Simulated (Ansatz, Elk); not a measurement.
# How far do independent atoms describe SrVPbI?, part 2 of 2

Structure refinements treat a crystal as free atoms side by side. For a made-up structure of SrVPbI (cell and positions from a PBE relaxation) the runs below show what the calculated density changes in F(hkl).

Elk 11.2.3 (patched build); all-electron DFT.

So far: The structure; Ground state and structure factors; The magnetisation density.

The structure was built from a prototype and need not be the compound's stable phase.

## 4. The highest occupied states alone

Level of this step: DFT, PBE, all-electron APW+lo, Dirac cores, scalar-relativistic bands, static density, ferromagnetic start (Elk).

An energy window below the Fermi level keeps the highest occupied states, to see at which angles they scatter; shallow core shells can lie inside it and anion s states outside. No new self-consistency is needed.

elk.in

```
tasks
  195

xctype
  20

spinpol
  .true.

rgkmax
  7.0

gmaxvr
  14.0

lmaxo
  7

lmaxapw
  8

swidth
  0.002

tshift
  .false.

ramdisk
  .false.

hmaxvr
  5.5

maxscl
  120

epspot
  1e-06

reducebf
  0.8

wsfac
  -0.274070 0.466930

sppath
  './'

avec
  10.46765201737 -0.00000000000 0.00000000000
  -0.00000000000 10.46765201737 0.00000000000
  0.00000000000 0.00000000000 17.72079202922

atoms
  4
  'Pb.in'
  2
  0.0000000000 0.0000000000 0.5000000000   0.000000 0.000000 0.000000
  0.5000000000 0.5000000000 0.5000000000   0.000000 0.000000 0.000000
  'I.in'
  2
  0.0000000000 -0.0000000000 -0.0000000000   0.000000 0.000000 0.000000
  0.5000000000 0.5000000000 -0.0000000000   0.000000 0.000000 0.000000
  'Sr.in'
  2
  0.5000000000 0.0000000000 0.2041026805   0.000000 0.000000 0.000000
  0.0000000000 0.5000000000 0.7958973195   0.000000 0.000000 0.000000
  'V.in'
  2
  0.5000000000 -0.0000000000 0.5347395353   0.000000 0.000000 -0.110000
  -0.0000000000 0.5000000000 0.4652604647   0.000000 0.000000 -0.110000

ngridk
  4 4 2
```

Launch:

```sh
> OMP_NUM_THREADS=4 elk
```

Numbers of over 12 decimals in the logs are rounded to 6 here.

The log of the run:

```text
┌─────────────────────────────────┐
│ Elk code version 11.2.3 started │
└─────────────────────────────────┘

Info(readinput): the functional depends on the density's gradient
 muffin-tin radial points multiplied by    2.00000
 (not where nrmtscf is given)

┌────────────────────┐
│ Current task : 195 │
└────────────────────┘

Info(sfacrho): density structure factors written to SFACRHO.OUT

 Energy window :  -0.2740700000      0.4669300000

┌──────────────────┐
│ Elk code stopped │
└──────────────────┘
```

It took 27 s on 4 threads of AMD EPYC 9R45, shared host; peak memory 0.46 GiB; 33 s of CPU time.

States within 12 eV below the Fermi level hold 32.00 electrons; any levels below the window count with the cores. Their amplitudes can exceed the total, where window and core parts have opposite phase:

| hkl | sin θ/λ (Å⁻¹) | abs F, window | abs F, all |
| --- | --- | --- | --- |
| 001 | 0.053 | 6.146 | 80.318 |
| 100 | 0.090 | 0.000 | 0.000 |
| 101 | 0.105 | 0.615 | 57.103 |
| 002 | 0.107 | 15.457 | 231.944 |
| 110 | 0.128 | 1.637 | 139.932 |
| 111 | 0.138 | 6.496 | 36.929 |
| 102 | 0.140 | 2.040 | 51.732 |
| 003 | 0.160 | 2.045 | 132.822 |
| 112 | 0.166 | 0.059 | 253.610 |
| 200 | 0.180 | 6.123 | 326.343 |

## 5. Another functional

The difference from free atoms is small, so it is set against the change that PBEsol makes.

Edit elk.in of step 4 so:

```diff
@@ -1,6 +1,8 @@
 tasks
+  0
   195
+  196
 
 xctype
-  20
+  22
 
@@ -42,5 +44,2 @@
 
-wsfac
-  -0.274070 0.466930
-
 sppath
```

Launch:

```sh
> OMP_NUM_THREADS=4 elk
```

The log of the run:

```text
┌─────────────────────────┐
│ Elk code version 11.2.3 │
└─────────────────────────┘

All units are atomic (Hartree, Bohr, etc.)

┌─────────────────────────────────────────────────┐
│ Ground-state run starting from atomic densities │
└─────────────────────────────────────────────────┘

Lattice vectors :
   10.46765202      -0.000000000       0.000000000
  -0.000000000       10.46765202       0.000000000
   0.000000000       0.000000000       17.72079203

Reciprocal lattice vectors :
  0.6002478203       0.000000000      -0.000000000
[...]
muffin-tins
  species : 1 (Pb)
[...]
species : 2 (I)
[...]
species : 3 (Sr)
[...]
species : 4 (V)
   atom 1                    :    2.212603217
   atom 2                    :    2.212603217
 total in muffin-tins        :    4.293436048
 total moment                :    5.096408474

┌──────────────────────────────┐
│ Self-consistent loop stopped │
└──────────────────────────────┘

Warning : core states of species 1 leak from the muffin-tin :   0.1218979743E-02

Warning : core states of species 2 leak from the muffin-tin :   0.2032161798E-03

Wrote STATE.OUT
[key lines of the parts left out:]
total energy                :     -64330.859044612
```

Elapsed: 4.9 min, on 4 threads; peak memory 0.9 GiB; 16 min of CPU time.

Against the first run R = 0.01 %; the largest change is -0.051 at 200. The moment goes from 5.07 to 5.10 μB.

## 6. A coarser k-mesh

About half the k-points along each axis test the sampling.

Edit elk.in of step 5 so:

```diff
@@ -6,3 +6,3 @@
 xctype
-  22
+  20
 
@@ -72,2 +72,2 @@
 ngridk
-  4 4 2
+  2 2 1
```

Launch:

```sh
> OMP_NUM_THREADS=4 elk
```

The log of the run:

```text
┌─────────────────────────┐
│ Elk code version 11.2.3 │
└─────────────────────────┘

All units are atomic (Hartree, Bohr, etc.)

┌─────────────────────────────────────────────────┐
│ Ground-state run starting from atomic densities │
└─────────────────────────────────────────────────┘

Lattice vectors :
   10.46765202      -0.000000000       0.000000000
  -0.000000000       10.46765202       0.000000000
   0.000000000       0.000000000       17.72079203

Reciprocal lattice vectors :
  0.6002478203       0.000000000      -0.000000000
[...]
muffin-tins
  species : 1 (Pb)
[...]
species : 2 (I)
[...]
species : 3 (Sr)
[...]
species : 4 (V)
   atom 1                    :    2.335490251
   atom 2                    :    2.335490251
 total in muffin-tins        :    4.547703762
 total moment                :    5.499178166

┌──────────────────────────────┐
│ Self-consistent loop stopped │
└──────────────────────────────┘

Warning : core states of species 1 leak from the muffin-tin :   0.1212039946E-02

Warning : core states of species 2 leak from the muffin-tin :   0.2017574478E-03

Wrote STATE.OUT
[key lines of the parts left out:]
total energy                :     -64353.822163822
```

Elapsed: 1.8 min, on 4 threads; peak memory 1.1 GiB; 5.2 min of CPU time.

Against the first run R = 0.03 %; the largest change is +0.123 at 002. The moment goes from 5.07 to 5.50 μB.

## 7. Settings against the effect

| run | R against the first run (%) | R against neutral atoms, low angle (%) | wall time |
| --- | --- | --- | --- |
| PBE, rgkmax 7 | 0.00 | 0.21 | 5.2 min |
| PBEsol | 0.01 | 0.21 | 4.9 min |
| k-mesh 2×2×1 | 0.03 | 0.20 | 1.8 min |

## 8. What came out

```
R against neutral atoms, sin θ/λ < 0.3 Å⁻¹ : 0.21 %
R against neutral atoms, 0.3 to 0.54 Å⁻¹   : 0.10 %
```

What this shows: Independent neutral atoms miss the calculated amplitudes by R = 0.21 % below 0.3 Å⁻¹ and 0.10 % from there to 0.54 Å⁻¹; by shells, 0.48 % below 0.15 Å⁻¹ (6 forms), 0.18 % 0.15 to 0.3 (26 forms), 0.10 % 0.3 to 0.45 (52 forms), 0.11 % above 0.45 (57 forms). Bonding, aspherical density and the tables' own atoms all enter these figures, and the runs don't part them. The largest change of an amplitude is +0.89 electrons, at 002. The magnetic order is that of the start. No other order was tried here, and an antiferromagnetic one would change or move the magnetic intensity. The window's part falls from 32.0 electrons at the origin to at most 0.80 between 0.45 and 0.54 Å⁻¹, where compact states inside the window still scatter. Below 0.3 Å⁻¹ the changes that finished (PBEsol and k-mesh 2×2×1) move F by R = 0.03 % at most, against the 0.21 % that separates it from free atoms. The magnetic factors move by R = 0.9 % (PBEsol) and 6.1 % (k-mesh 2×2×1), so they aren't settled to better than that. The basis has no finished test. Spin-orbit coupling is left out, which can matter for elements this heavy. Part of the difference isn't bonding: the tables are fits to free atoms and ions calculated by other methods than this functional. Thermal motion, anomalous dispersion and extinction are left out.

[Logs are printed without paths, hosts, clocks, repeated set-up lines and the standing remarks that a program may print on its own settings, such as how far it seeks lower states.]

[Hosts, paths, dates, database ids (printed as entryN), source tags and the programs' standing remarks are cut or masked in the printed files.]
